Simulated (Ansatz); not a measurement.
# Mo (Im-3m, 1 atom in the cell): phonons and vibrational spectra

Wanted: phonon frequencies of Mo (Im-3m, 1 atom in the cell) and what follows from them.

Main program and level: Ansatz 0.2.0; DFT PBEsol, scalar-relativistic, plane waves, PAW.

## 1. Set-up

The structure is cubic, space group Im-3m (No. 229). Conventional cell: a = 3.147 Å, b = 3.147 Å, c = 3.147 Å, α = 90.00°, β = 90.00°, γ = 90.00°. Nearest to Mo lie 8 Mo at 2.73 Å.

## 2. Bringing the structure to rest

The cell and atoms are relaxed, since residual forces and stress would shift the frequencies.

Input file input.yaml:

```yaml
crystal:
  lattice:
    - [-1.573415, 1.573415, 1.573415]
    - [1.573415, -1.573415, 1.573415]
    - [1.573415, 1.573415, -1.573415]
  atoms:
    - { symbol: Mo, position: [0.0, 0.0, 0.0] }
kpoints:
  mp_grid: { grid: [18, 18, 18] }
hamiltonian:
  xc: pbesol
scf:
  occupations: { method: gaussian, width: 0.1 }
output:
  forces: true
  stress: true
  eigenvalues: true
  write_density: true
  write_potential: true
  elf: true
  volumetric_format: npy
relax:
  adjacent_minimum: "off"
  f_tol: 0.005
  max_steps: 80
  cell: { stress_tol: 0.05 }
```

Started as:

```console
> ansatz run input.yaml --threads 4 --pin off --max-ram 7168MiB --backend cpu --events-out ev --progress --plain --runs-dir out
```

Numbers of over 12 decimals in the logs are rounded to 6 here.

The program printed:

```text
Engine: ansatz 0.2.0, aarch64-unknown-linux-gnu
Pseudopotentials: kind: paw
Pseudopotential: Mo, paw, valence charge 14, recommended cutoff 420 eV (normal), Mo.paw.azcp
Functional definition: PBEsol
  exchange = pbesol_x
  correlation = pbesol_c
Crystal: 1 atoms, lattice volume = 15.581 Å³
Basis set: ecut = 420 eV, 321 PW (Γ), exchange–correlation on 40×40×40 points (8 copies of the dense FFT grid, shifted against one another)
Bands: 11, of which v1, the nominal top of the filled ones, is band 7 counted from 1 (6 counted from 0)
Symmetry: 48 space group operations
Space group: Im-3m (ITA 229), of the structure as read, at distance tolerance 2.5e-5 Å
k-points: 195 of 5832
Non-local potential: Mo, projectors of the file, l = 0: 3, l = 1: 2, l = 2: 2, l = 3: 1
PAW form: soft (Blöchl's): semilocal exchange-correlation on the pseudo side does not see the compensation charge
PAW frozen core: Mo, regenerated for the run's functional, and the local potential with it (the file was generated under x = pbe(κ = 0.804, μ = 0.219515), c = pbe(β = 0.066725))
PAW one-centre angular grid: Mo, 590 points (default); XC on 64 Gauss nodes
Initial density: superposition of atomic densities (neutral atoms: chi_scale 0, normalization atom), corrected by the library's trained network
Initial wavefunctions: pseudopotential atomic-orbital guess
Functional: x = pbesol(κ = 0.804, μ = 0.123457), c = pbesol(β = 0.046)
SCF iter   1: F=—  HF=-4897.467524 eV  |F-HF|=—  |Δ(HF+E_count)|=         —  Δρ=5.94e-3  dr2=3.92e-3  ethr=1.77e-3  ⟨swp⟩=5.0  Hψ=12519  notcnv=0
preconditioner: auto → none  [metal: Δε(μ)=0.050 eV  Ē_g=8.378 eV  σ=0.100 eV  W_gap=0.27  n_scr=0 (ndim 8)  ℏωp=23.0 eV  f_vac=0.000  D(μ)=0.51/eV (n_scr^D=0)]
SCF iter   2: F=—  HF=-4897.466164 eV  |F-HF|=—  |Δ(HF+E_count)|=   1.36e-3  Δρ=2.18e-3  dr2=2.02e-4  ethr=2.80e-5  ⟨swp⟩=2.4  Hψ=4714  notcnv=0
SCF iter   3: F=—  HF=-4897.466147 eV  |F-HF|=—  |Δ(HF+E_count)|=   1.70e-5  Δρ=8.86e-4  dr2=3.18e-5  ethr=1.44e-6  ⟨swp⟩=1.0  Hψ=2143  notcnv=0
SCF iter   4: F=—  HF=-4897.466147 eV  |F-HF|=—  |Δ(HF+E_count)|=   8.19e-7  Δρ=4.24e-5  dr2=9.09e-8  ethr=2.27e-7  ⟨swp⟩=1.6  Hψ=2932  notcnv=0
iter 5 did not close the SCF: its close was put off for the readings that it lacked (scf_convergence_deferred on its scf_iter line)
SCF iter   5: F=-4897.466147 eV  HF=-4897.466147 eV  |F-HF|=1.00e-9  |Δ(HF+E_count)|=   6.04e-8  Δρ=5.58e-6  dr2=2.23e-9  ethr=6.50e-10  ⟨swp⟩=2.2  Hψ=2889  notcnv=0
SCF iter   6: F=-4897.466147 eV  HF=-4897.466147 eV  |F-HF|=1.82e-12  |Δ(HF+E_count)|=  3.25e-10  Δρ=8.53e-7  dr2=3.42e-11  ethr=1.60e-11  ⟨swp⟩=4.4  Hψ=10195  notcnv=0
SCF 1 converged in 6 iterations: F = -4897.466147 eV  dr2 = 3.42e-11
  greatest PAW one-centre occupation: 0.999 electrons in one spin orbital (limit 2), on the Mo atom at site 0 (counted from 0), in its partial waves of l = 0
relax step   1: F+E_penalty+E_count = -4897.46614745 eV  Δ(F+E_penalty+E_count) = +0.000e0 eV  max|allowed force component| = 0.000e0 eV/Å  Δτ_max = 0.0000 Å  P = -4.540 GPa  Ω = 15.581 Å³  (6 SCF iters, dr2 threshold 1.00e-7 eV, accepted)
Crystal: 1 atoms, lattice volume = 14.817 Å³
Initial density: handed on by an earlier stage of this run
Initial wavefunctions: those handed on with the density
iter 1 solved again at ethr=3.41e-6 eV; its pass at ethr=3.10e-3 eV (dr2=4.78e-4 eV) is discarded
SCF iter   1: F=—  HF=-4897.454260 eV  |F-HF|=—  |Δ(HF+E_count)|=         —  Δρ=3.04e-3  dr2=4.64e-4  ethr=3.41e-6  ⟨swp⟩=1.7  Hψ=15783  notcnv=0
preconditioner: auto → none  [metal: Δε(μ)=0.055 eV  Ē_g=8.800 eV  σ=0.100 eV  W_gap=0.29  n_scr=0 (ndim 8)  ℏωp=23.6 eV  f_vac=0.000  D(μ)=0.41/eV (n_scr^D=0)]
SCF iter   2: F=—  HF=-4897.454432 eV  |F-HF|=—  |Δ(HF+E_count)|=   1.72e-4  Δρ=1.49e-3  dr2=1.03e-4  ethr=3.31e-6  ⟨swp⟩=1.0  Hψ=2145  notcnv=0
SCF iter   3: F=—  HF=-4897.454499 eV  |F-HF|=—  |Δ(HF+E_count)|=   6.68e-5  Δρ=8.92e-5  dr2=8.55e-7  ethr=7.37e-7  ⟨swp⟩=1.0  Hψ=2145  notcnv=0
SCF iter   4: F=—  HF=-4897.454499 eV  |F-HF|=—  |Δ(HF+E_count)|=   1.81e-7  Δρ=3.35e-5  dr2=3.72e-8  ethr=7.14e-10  ⟨swp⟩=8.9  Hψ=15076  notcnv=0
SCF iter   5: F=-4897.454499 eV  HF=-4897.454499 eV  |F-HF|=9.82e-10  |Δ(HF+E_count)|=   1.16e-8  Δρ=3.50e-6  dr2=1.28e-9  ethr=2.66e-10  ⟨swp⟩=5.2  Hψ=9961  notcnv=0
SCF 2 converged in 5 iterations: F = -4897.454499 eV  dr2 = 1.28e-9
relax step   2: F+E_penalty+E_count = -4897.45449932 eV  Δ(F+E_penalty+E_count) = +1.165e-2 eV  max|allowed force component| = 0.000e0 eV/Å  Δτ_max = 0.0000 Å  P = +10.133 GPa  Ω = 14.817 Å³  energy of the carried Pulay correction = +1.332e-4 eV  (5 SCF iters, dr2 threshold 1.00e-7 eV, rejected (line search))
Crystal: 1 atoms, lattice volume = 15.336 Å³
iter 1 solved again at ethr=1.61e-6 eV; its pass at ethr=3.10e-3 eV (dr2=2.25e-4 eV) is discarded
SCF iter   1: F=—  HF=-4897.469778 eV  |F-HF|=—  |Δ(HF+E_count)|=         —  Δρ=2.08e-3  dr2=2.28e-4  ethr=1.61e-6  ⟨swp⟩=1.8  Hψ=16056  notcnv=0
preconditioner: auto → none  [metal: Δε(μ)=0.002 eV  Ē_g=8.500 eV  σ=0.100 eV  W_gap=0.01  n_scr=0 (ndim 8)  ℏωp=23.2 eV  f_vac=0.000  D(μ)=0.47/eV (n_scr^D=0)]
SCF iter   2: F=—  HF=-4897.469866 eV  |F-HF|=—  |Δ(HF+E_count)|=   8.72e-5  Δρ=1.02e-3  dr2=5.10e-5  ethr=1.61e-6  ⟨swp⟩=1.0  Hψ=2145  notcnv=0
SCF iter   3: F=—  HF=-4897.469899 eV  |F-HF|=—  |Δ(HF+E_count)|=   3.32e-5  Δρ=6.02e-5  dr2=3.94e-7  ethr=3.64e-7  ⟨swp⟩=1.0  Hψ=2145  notcnv=0
SCF iter   4: F=—  HF=-4897.469899 eV  |F-HF|=—  |Δ(HF+E_count)|=   1.36e-7  Δρ=2.24e-5  dr2=1.89e-8  ethr=2.81e-9  ⟨swp⟩=2.0  Hψ=3490  notcnv=0
SCF iter   5: F=—  HF=-4897.469899 eV  |F-HF|=—  |Δ(HF+E_count)|=   6.08e-9  Δρ=2.75e-6  dr2=7.74e-10  ethr=1.35e-10  ⟨swp⟩=1.4  Hψ=2673  notcnv=0
SCF iter   6: F=-4897.469899 eV  HF=-4897.469899 eV  |F-HF|=1.82e-12  |Δ(HF+E_count)|=  1.38e-10  Δρ=3.10e-7  dr2=6.18e-12  ethr=1.00e-12  ⟨swp⟩=3.9  Hψ=9802  notcnv=0
SCF 3 converged in 6 iterations: F = -4897.469899 eV  dr2 = 6.18e-12
relax step   3: F+E_penalty+E_count = -4897.46989888 eV  Δ(F+E_penalty+E_count) = -3.751e-3 eV  max|allowed force component| = 0.000e0 eV/Å  Δτ_max = 0.0000 Å  P = -0.259 GPa  Ω = 15.336 Å³  energy of the carried Pulay correction = +4.195e-5 eV  (6 SCF iters, accepted)
[...]
relax step   4: F+E_penalty+E_count = -4897.46991278 eV  Δ(F+E_penalty+E_count) = -1.391e-5 eV  max|allowed force component| = 0.000e0 eV/Å  Δτ_max = 0.0000 Å  P = +0.008 GPa  Ω = 15.322 Å³  energy of the carried Pulay correction = +4.446e-5 eV  (2 SCF iters, dr2 threshold 1.00e-7 eV, accepted)
Initial wavefunctions: pseudopotential atomic-orbital guess (no wavefunctions were taken with the density)
iter 1 solved again at ethr=2.22e-8 eV; its pass at ethr=3.10e-3 eV (dr2=3.11e-6 eV) is discarded
SCF iter   1: F=—  HF=-4897.469869 eV  |F-HF|=—  |Δ(HF+E_count)|=         —  Δρ=3.31e-5  dr2=5.55e-8  ethr=2.22e-8  ⟨swp⟩=3.1  Hψ=18906  notcnv=0
SCF iter   2: F=—  HF=-4897.469868 eV  |F-HF|=—  |Δ(HF+E_count)|=   2.97e-7  Δρ=1.48e-5  dr2=1.10e-8  ethr=3.97e-10  ⟨swp⟩=1.1  Hψ=2202  notcnv=0
SCF iter   3: F=—  HF=-4897.469868 eV  |F-HF|=—  |Δ(HF+E_count)|=   2.77e-9  Δρ=1.08e-6  dr2=1.05e-10  ethr=7.83e-11  ⟨swp⟩=2.0  Hψ=3441  notcnv=0
SCF iter   4: F=-4897.469868 eV  HF=-4897.469868 eV  |F-HF|=5.46e-12  |Δ(HF+E_count)|=  3.64e-12  Δρ=4.14e-7  dr2=5.95e-12  ethr=1.00e-12  ⟨swp⟩=5.3  Hψ=8037  notcnv=0
SCF 5 converged in 4 iterations: F = -4897.469868 eV  dr2 = 5.95e-12
relax step   5: F+E_penalty+E_count = -4897.46986850 eV  Δ(F+E_penalty+E_count) = +4.429e-5 eV  max|allowed force component| = 0.000e0 eV/Å  Δτ_max = 0.0000 Å  P = +0.009 GPa  Ω = 15.322 Å³  stress off target by 9.14e-3 GPa  SCF on the basis re-selected at this cell (its energy is not comparable with the rows above)  (4 SCF iters)
basis re-selected at this cell: Δ(F+E_penalty+E_count) = +4.429e-5 eV, ΔP = +0.001 GPa vs the last step (what re-selecting the basis moved, of the pressure what is left beyond the Pulay correction that the steps carried, after the strain that the cell walked since its last selection, with what the two solves' SCF thresholds leave and, on support functions, any second-order correction that the steps lacked; it is no measure of the basis error at this ecutwfc). This SCF's stress stands 9.14e-3 GPa from its target on what of the cell is left free (relax.cell.stress_tol is 5.00e-2 GPa) and its largest allowed force component is 0.00e0 eV/Å (relax.f_tol is 5.00e-3 eV/Å): [rest of the remark cut]
SCF converged after 4 iterations
Free energy (F): -4897.469868 eV
Harris-Foulkes:  -4897.469868 eV  (|F-HF|=5.46e-12)
Internal energy: -4897.467532 eV  (E = F + TS)
E sigma→0 (E₀):  -4897.468700 eV
Entropy (-TS):   -0.002337 eV (-2.337 meV/atom)
Fermi energy:    21.486449 eV
--- Per-component energies (eV) ---
  E_band       = -49.670528
  E_kinetic    = 441.629882
  E_local      = -770.582396  (includes V_loc(G=0)·N_el)
  E_nonlocal   = 144.564181
  E_hartree    = 254.398885
  E_xc         = -182.722188
  E_vxc        = -228.893798  (∫ρ·V_xc dr)
  E_paw        = -3143.838057  (= ΣΔE_a)
  E_vpaw       = -145.186230  (= ΣTr[D̂ρ^β])
  E_aug_tail   = 0.000041  (compensation charges beyond the density's cutoff)
  E_ewald      = -1641.127180
  E_core_change = 0.209299  (= ΣΔE_core)
  E_smearing   = -0.002337  (= −TS)
  E_closure    = 0.000000  (closes the sum)
  Σ components = -4897.469868   (vs F -4897.469868, Δ=0.00e0)
--- Forces (eV/Å), atoms counted from 1 ---
  atom   1  Mo    -0.00000000     0.00000000    -0.00000000
  max |Σ_I F_I| component: 4.83e-32 eV/Å
--- Stress (GPa, compression-positive) ---
        0.009137       0.000000       0.000000
       -0.000000       0.009137      -0.000000
        0.000000      -0.000000       0.009137
  P = ⅓ Tr σ = 0.0091 GPa (0.091 kbar)
--- Band table (eV; the first three rows and the last of 195) ---
  k-point 0: bands = [... 3 lower, -12.9668, 14.1283, 20.0610, 20.0610, 20.0610, 23.1467, 23.1467, 36.1578]
  k-point 1: bands = [... 3 lower, -12.9672, 14.2688, 19.9808, 20.0483, 20.1934, 23.0258, 23.1486, 36.2648]
  k-point 2: bands = [... 3 lower, -12.9683, 14.6692, 19.7579, 19.9916, 20.5851, 22.7610, 23.1597, 36.5246]
  k-point 194: bands = [... 3 lower, -13.9979, 15.8471, 15.8471, 25.5863, 25.5863, 25.5863, 30.6288, 30.6288]
--- Relaxed structure (4 steps of the walk, 3 accepted, 1 SCFs on fresh bases) ---
  F+E_penalty+E_count = -4897.46986850 eV   max|allowed force component| = 0.000e0 eV/Å   (the final SCF, on the basis selected at the relaxed cell)
  cell:  # Å, volume = 15.3217 Å³
    - [-1.564644, 1.564644, 1.564644]
    - [1.564644, -1.564644, 1.564644]
    - [1.564644, 1.564644, -1.564644]
  atoms:
    - { symbol: Mo, position: [0.0, 0.0, 0.0] }
```

Elapsed: 2.6 s, on 4 threads of Arm Neoverse V2, shared host; peak memory 0.31 GiB.

Step by step:

```
step  energy less that of the first step (eV)  largest force component (eV/Å)  pressure (GPa)  volume (Å³)
   1                                   0.0000                          0.0000           -4.54        15.58
   2                                   0.0116                          0.0000           10.13        14.82
   3                                  -0.0038                          0.0000           -0.26        15.34
   4                                  -0.0038                          0.0000            0.01        15.32
  5*                                  -0.0037                          0.0000            0.01        15.32
```

Relaxation steps marked * repeat the geometry before them on a plane-wave basis chosen anew for their cell, so energy and pressure can jump there. Relaxation step 2 was tried and not accepted.

```
conventional cell, symmetrised  before  after  change
                         a (Å)   3.147  3.129  -0.6 %
                         b (Å)   3.147  3.129  -0.6 %
                         c (Å)   3.147  3.129  -0.6 %
              volume (Å³/atom)   15.58  15.32  -1.7 %
```

Final coordinates:

```xyz
1
Lattice="-1.5646 1.5646 1.5646 1.5646 -1.5646 1.5646 1.5646 1.5646 -1.5646" Properties=species:S:1:pos:R:3 pbc="T T T"
Mo    0.0000    0.0000    0.0000
```

Numbers from this step:

```
pressure          : 0.009137 GPa
volume per atom   : 15.32 Å³
gap on the k-mesh : 0 eV
```

Electrostatic potential energy in the ac plane of the conventional cell at fractional y = 0.000, with atoms of Mo within 0.2 Å of it. With pseudopotentials it is smooth inside the atoms' cores, unlike the true potential.

Values in eV, 14 rows by 14 columns, each cell a mean:
```
-62 -58 -43 -20   2  16  21  22  20  13  -3 -27 -50 -60
-54 -47 -31 -11   7  18  21  22  21  15   3 -17 -37 -50
-30 -25 -12   3  14  20  22  22  22  18  12  -1 -17 -27
 -6  -2   6  14  18  21  22  22  22  20  17  12   3  -3
 12  13  16  19  21  22  22  22  22  22  20  18  15  13
 20  20  21  22  22  22  22  22  22  22  22  22  21  20
 22  22  22  22  22  22  22  22  22  22  22  22  22  22
 20  21  21  22  22  22  22  22  22  22  22  22  21  21
 16  16  18  20  21  22  22  22  22  22  21  20  18  16
  0   3  10  16  19  21  22  22  22  21  18  14   7   2
-23 -18  -6   7  16  20  22  22  22  19  14   3 -11 -20
-47 -41 -25  -6  10  18  21  22  21  16   6 -12 -31 -43
-61 -57 -41 -18   3  16  21  22  20  13  -2 -25 -47 -58
-62 -61 -47 -23   0  16  20  22  20  12  -6 -30 -54 -62
```
Columns run along a (3.1 Å; values clipped at the 3rd and 97th percentile), rows up along c (3.1 Å), edges of the conventional cell, whose origin can differ from the input's. Atoms in or near the plane, at fractional coordinates: Mo at (0.00, 0.00).

Valence density in the ac plane of the conventional cell at fractional y = 0.000, with atoms of Mo within 0.2 Å of it. It is the smooth field of the valence electrons, not physical close to the nuclei.

Ten even steps from '_' (0.3 e/Å³) to '@' (6.5 e/Å³), each cell a mean:
```
@@@@**--____________..==%%@@
%%##++::______________::**%%
==--::________________..::==
....______________________..
____________________________
____________________________
____________________________
____________________________
____________________________
..__________________________
--::..__________________::--
##**==..______________::++**
@@@@**::____________..--##@@
@@@@##--..__________..==%%@@
```
Columns run along a (3.1 Å), rows up along c (3.1 Å), edges of the conventional cell, whose origin can differ from the input's. Atoms in or near the plane, at fractional coordinates: Mo at (0.00, 0.00).

ELF in the ac plane of the conventional cell at fractional y = 0.000, with atoms of Mo within 0.2 Å of it. It is the smooth field of the valence electrons, not physical close to the nuclei.

Ten even steps from '0' (0.17) to '9' (0.71), each cell a mean:
```
68962023103897
99951134202799
87631245311478
33212345431123
00123444443100
11244433444321
33455433345543
12344433344432
00124444443210
21112445432112
76421245421356
99841134212699
79961023103798
37972013103896
```
Columns run along a (3.1 Å), rows up along c (3.1 Å), edges of the conventional cell, whose origin can differ from the input's. Atoms in or near the plane, at fractional coordinates: Mo at (0.00, 0.00).

In this step the volume went from 15.58 to 15.32 Å³/atom.

## 3. Tight relaxation

Phonons need a cell at rest on their own settings, so the relaxation is repeated with tight tolerances on forces and stress on the k mesh and occupations of the first response run.

Input file input.yaml:

```yaml
crystal:
  lattice:
    - [-1.5646440654, 1.5646440654, 1.5646440654]
    - [1.5646440654, -1.5646440654, 1.5646440654]
    - [1.5646440654, 1.5646440654, -1.5646440654]
  atoms:
    - { symbol: Mo, position: [0.0, 0.0, 0.0] }
kpoints:
  mp_grid: { grid: [20, 20, 20] }
hamiltonian:
  xc: pbesol
scf:
  occupations: { method: methfessel_paxton, width: 0.2 }
output:
  forces: true
  stress: true
  eigenvalues: true
relax:
  adjacent_minimum: "off"
  f_tol: 0.001
  max_steps: 60
  cell: { stress_tol: 0.01 }
```

The program printed:

```text
[...]
Crystal: 1 atoms, lattice volume = 15.322 Å³
Basis set: ecut = 420 eV, 321 PW (Γ), exchange–correlation on 40×40×40 points (8 copies of the dense FFT grid, shifted against one another)
Bands: 11, of which v1, the nominal top of the filled ones, is band 7 counted from 1 (6 counted from 0)
Symmetry: 48 space group operations
[...]
k-points: 256 of 8000
[...]
k-point 255: bands = [... 3 lower, -14.0177, 15.8348, 15.8348, 25.5627, 25.5627, 25.5627, 30.6064, 30.6064]
--- Relaxed structure (3 steps of the walk, 2 accepted, 1 SCFs on fresh bases) ---
[...]
cell:  # Å, volume = 15.3319 Å³
    - [-1.564991, 1.564991, 1.564991]
    - [1.564991, -1.564991, 1.564991]
    - [1.564991, 1.564991, -1.564991]
  atoms:
    - { symbol: Mo, position: [0.0, 0.0, 0.0] }
[key lines of the parts left out:]
SCF converged after 4 iterations
Free energy (F): -4897.471775 eV
Fermi energy:    21.468254 eV
P = ⅓ Tr σ = -0.0001 GPa (-0.001 kbar)
```

Elapsed: 2.6 s, on 4 threads; peak memory 0.33 GiB; 9 s of CPU time.

Little changed from the start: no atom moved by 0.005 Å and no cell edge by 0.1 %.

Numbers from this step:

* pressure: -1.24e-4 GPa
* volume per atom: 15.33 Å³

The forces vanish by symmetry and the pressure is 0.000 GPa, within the tolerances set. The cell now holds 15.33 Å³/atom.

[end of part 1 of 2]

[Logs are printed without paths, hosts, clocks, repeated set-up lines and the standing remarks that a program may print on its own settings, such as how far it seeks lower states.]

[Hosts, paths, dates, database ids (printed as entryN), source tags and the programs' standing remarks are cut or masked in the printed files.]
